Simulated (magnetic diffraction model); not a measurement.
# Which magnetic order? MgCr₂TeSe₃

Space group Imm2 (no. 44), a = 7.3510 Å, b = 7.5030 Å, c = 10.5920 Å.

```
site  atom       x       y       z
  4c    Te  0.7023     1/2  0.4819
  4d    Se       0  0.7181  0.2308
  4c    Se  0.7822     1/2  0.0142
  4d    Se     1/2  0.2893  0.2631
  4d    Cr       0  0.2414  0.9975
  4c    Cr  0.2507     1/2  0.2558
  2a    Mg     1/2     1/2  0.8718
  2b    Mg       0     1/2  0.6156
```

The compound is invented for this exercise: a known structure type with other elements, its cell scaled to their sizes and not relaxed.

Only Cr is taken to order (form factors of Cr3+); orders and moment sizes are assumed, and not adapted to the symmetry. Radiation: neutrons of λ = 1.8 Å, 5° to 40°; isotropic B of 0.32 Å² (Te), 0.4 Å² (Se), 0.54 Å² (Cr) and 0.68 Å² (Mg). Simulated constant-wavelength pattern: nuclear and magnetic terms add, the magnetic one as |2.695 fm × Σ f S⊥ exp(2πi Q·r) exp(−B s²)|², summed over all Q at one angle with the factor 1/(sin²θ cos θ). For collinear order S is the moment m, which repeats by lattice and centring translations R with the sign exp(−2πi k·R). Free-ion form factors, Sears's scattering lengths of 1992, no absorption; a label names one of the reflections at its angle. The strongest nuclear line in the range is 100, and lines under 0.2 are left out.

Above the ordering temperature:

```csv
2θ (°),index,I
16.91,(0 1 1),24.2
17.14,(1 0 1),19.8
19.57,(0 0 2),1.3
19.74,(1 1 0),0.3
27.76,(0 2 0),4.0
27.93,(1 1 2),31.5
28.35,(2 0 0),14.2
32.73,(0 1 3),13.0
32.81,(1 2 1),16.1
32.85,(1 0 3),7.9
33.19,(2 1 1),16.2
34.20,(0 2 2),100.0
34.68,(2 0 2),92.6
39.74,(0 0 4),76.4
```

Below it (cell unchanged):

```
2θ (°)      I
  8.43   12.5
 16.20   36.4
 16.42   13.5
 16.91   24.2
 17.14   19.8
 19.57    1.3
 19.74    0.3
 21.31    1.3
 21.51    7.7
 25.48    0.8
 25.50   12.9
 25.62    2.3
 27.76    4.0
 27.93   31.5
 28.35   14.2
 29.22    2.4
 29.24    3.7
 29.62   18.6
 32.33    1.2
 32.73   13.0
 32.81   16.1
 32.82    2.5
 32.85    7.9
 33.19   16.2
 34.20  100.0
 34.68   92.6
 35.32    0.8
 35.41    1.9
 35.73    1.6
 38.13    0.2
 38.19    1.8
 38.48    7.3
 38.50    2.3
 39.74   76.4
```

**Question.** Check that the new lines index with k = (0 1/2 1/2), then choose among these models:
A. collinear moments along [010], 2.34 μB on Cr; signs + at (0, 0.2414, 0.9975), − at (0, 0.7586, 0.9975), + at (0.2507, 1/2, 0.2558), + at (0.7493, 1/2, 0.2558)
B. collinear moments along [101], 2.34 μB on Cr; signs + at (0, 0.2414, 0.9975), − at (0, 0.7586, 0.9975), + at (0.2507, 1/2, 0.2558), + at (0.7493, 1/2, 0.2558)
C. collinear moments along [010], 2.34 μB on Cr; signs + at (0, 0.2414, 0.9975), + at (0, 0.7586, 0.9975), + at (0.2507, 1/2, 0.2558), + at (0.7493, 1/2, 0.2558)
D. collinear moments along [101], 2.34 μB on Cr; signs + at (0, 0.2414, 0.9975), + at (0, 0.7586, 0.9975), + at (0.2507, 1/2, 0.2558), + at (0.7493, 1/2, 0.2558)

The new lines index as (0 1/2 1/2) at 8.43°, (0 1/2 -3/2) at 16.20°, (1 1/2 -1/2) at 16.42° and (0 3/2 -1/2) at 21.31°, that is as H ± k with k = (0 1/2 1/2), one of 2 inequivalent arms of its star (k and −k counted as one), which a powder can't tell apart. Half indices mean that the moments reverse under translations with k·R a half-integer, and the magnetic cell has twice the primitive volume.

Magnetic intensity, observed (below minus above) and for each model:

| 2θ (°) | index | observed | A | B | C | D |
| --- | --- | --- | --- | --- | --- | --- |
| 8.43 | (0 1/2 1/2) | 12.5 | 61.2 | 141.9 | 12.5 | 28.9 |
| 16.20 | (0 1/2 -3/2) | 36.4 | 8.4 | 4.6 | 36.4 | 19.9 |
| 21.31 | (0 3/2 -1/2) | 1.3 | 0.2 | 4.3 | 1.3 | 23.8 |
| 25.48 | (0 3/2 3/2) | 0.8 | 4.6 | 10.6 | 0.8 | 2.0 |
| 25.50 | (0 1/2 5/2) | 12.9 | 2.1 | 0.8 | 12.9 | 5.2 |
| 29.62 | (2 1/2 1/2) | 18.6 | 3.6 | 2.6 | 18.6 | 13.4 |
| 32.82 | (2 1/2 -3/2) | 2.5 | 14.4 | 9.3 | 2.5 | 1.6 |
| 38.50 | (2 1/2 5/2) | 2.3 | 9.8 | 5.5 | 2.3 | 1.3 |

Model C matches.

The structure used: k = (0 1/2 1/2), collinear moments along [010], 2.34 μB on Cr; signs + at (0, 0.2414, 0.9975), + at (0, 0.7586, 0.9975), + at (0.2507, 1/2, 0.2558), + at (0.7493, 1/2, 0.2558).

[Logs are printed without paths, hosts, clocks, repeated set-up lines and the standing remarks that a program may print on its own settings, such as how far it seeks lower states.]
